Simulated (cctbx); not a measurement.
# Diagnosing a refinement

Cell a = 11.9640 Å, b = 7.1170 Å, c = 8.9310 Å, α = 90.00°, β = 90.00°, γ = 90.00°; space group Cmcm (no. 63).

The data are simulated with cctbx, not measured: Ga Kα, λ = 1.3414 Å, to d = 0.8 Å, 70 % of the full sphere, strongest reflection 5000 counts, noise from counting, a 6 % proportional error and a noise floor of 8 counts (s.d.); no absorption.

An anisotropic refinement with weights 1/σ² prints:

```text
Rint 0.079, 430 unique reflections to 0.80 A
cycle     R1     wR2    GooF  max shift (A)
   1  0.2495  0.4938   6.752   0.12262
   4  0.2540  0.4736   6.475   0.00012
final R1 0.2540 wR2 0.4736 GooF 6.475  parameters 31  data/parameter 13.9
atom        x        y        z      Ueq    occ   su(xyz)  su(Uiso or U11)
Ir1    0.66706  0.00000  0.50000   0.0063  1.000  0.00061  0.0031
Ir2    0.00000  0.00000  0.50000   0.0085  1.000  0.00000  0.0053  NPD
Gd1    0.66219  0.32785  0.25000   0.0121  1.000  0.00134  0.0041
Mn1    0.39969  0.94647  0.25000   0.0164  1.000  0.00418  0.0145
Mn2    0.50000  0.35448  0.75000   0.0150  1.000  0.00542  0.0180
Mn3    0.50000  0.83468  0.55928   0.0001  1.000  0.00344  0.0101  NPD
difference map: max 74.20 min -13.86 rms 5.29
Q1    0.1655  0.1659  0.0646   16   74.42  2.38 A from Ir2
Q2    0.1611  0.1679  0.7500    8   29.92  0.03 A from Gd1
Q3    0.0000  0.0000  0.0000    4   27.32  0.00 A from Ir2
Q4    0.1593  0.5000  0.0000    8   24.41  0.09 A from Ir1
Q5    0.0000  0.1636  0.2500    4   23.03  0.13 A from Mn2
Q6    0.0000  0.3254  0.5175    8   21.75  0.38 A from Mn3
```

**Question.** Can this result stand? If not, what is the likely fault?

Mend it. The fault: an atom left out, Mn at (0.1669, 0.8363, 0.9344). Against the right model at the same level, R1 goes from 0.0281 to 0.2540 and GooF from 0.91 to 6.47, the top difference peak, 74.4 e/Å³, lies 2.38 Å from Ir2 and Ir2 and Mn3 go non-positive-definite. Q1 is the missing atom. With scattering power missing, scale and phases suffer, so peaks may also grow on the heavy atoms.

The compound is Gd2Mn9Ir3. The right model at the same level gives:

```text
Rint 0.079, 430 unique reflections to 0.80 A
cycle     R1     wR2    GooF  max shift (A)
   1  0.0307  0.0698   0.965   0.00340
   2  0.0281  0.0654   0.905   0.00000
final R1 0.0281 wR2 0.0654 GooF 0.905  parameters 40  data/parameter 10.8
atom        x        y        z      Ueq    occ   su(xyz)  su(Uiso or U11)
Ir1    0.66673  0.00000  0.50000   0.0093  1.000  0.00009  0.0004
Ir2    0.00000  0.00000  0.50000   0.0136  1.000  0.00000  0.0007
Gd1    0.66231  0.32793  0.25000   0.0124  1.000  0.00016  0.0005
Mn1    0.16690  0.83594  0.93461   0.0137  1.000  0.00037  0.0011
Mn2    0.40030  0.94511  0.25000   0.0143  1.000  0.00050  0.0018
Mn3    0.50000  0.35475  0.75000   0.0126  1.000  0.00069  0.0023
Mn4    0.50000  0.82905  0.54499   0.0136  1.000  0.00057  0.0016
difference map: max 4.20 min -3.56 rms 0.90
Q1    0.0000  0.1712  0.7500    4    4.25  1.94 A from Gd1
Q2    0.0000  0.3128  0.7500    4    3.79  1.83 A from Mn4
Q3    0.2075  0.4051  0.2500    8    3.78  1.32 A from Mn2
Q4    0.0000  0.1956  0.2500    4    3.65  0.36 A from Mn3
Q5    0.0498  0.1690  0.5216   16    3.03  1.30 A from Mn4
Q6    0.2495  0.0765  0.6103   16    3.01  1.51 A from Ir1
```

The model was made for the exercise: a known structure type with other elements put in, its volume estimated, not relaxed; displacement parameters are assumed.

[Middle refinement cycles are left out of these outputs.]

[Logs are printed without paths, hosts, clocks, repeated set-up lines and the standing remarks that a program may print on its own settings, such as how far it seeks lower states.]
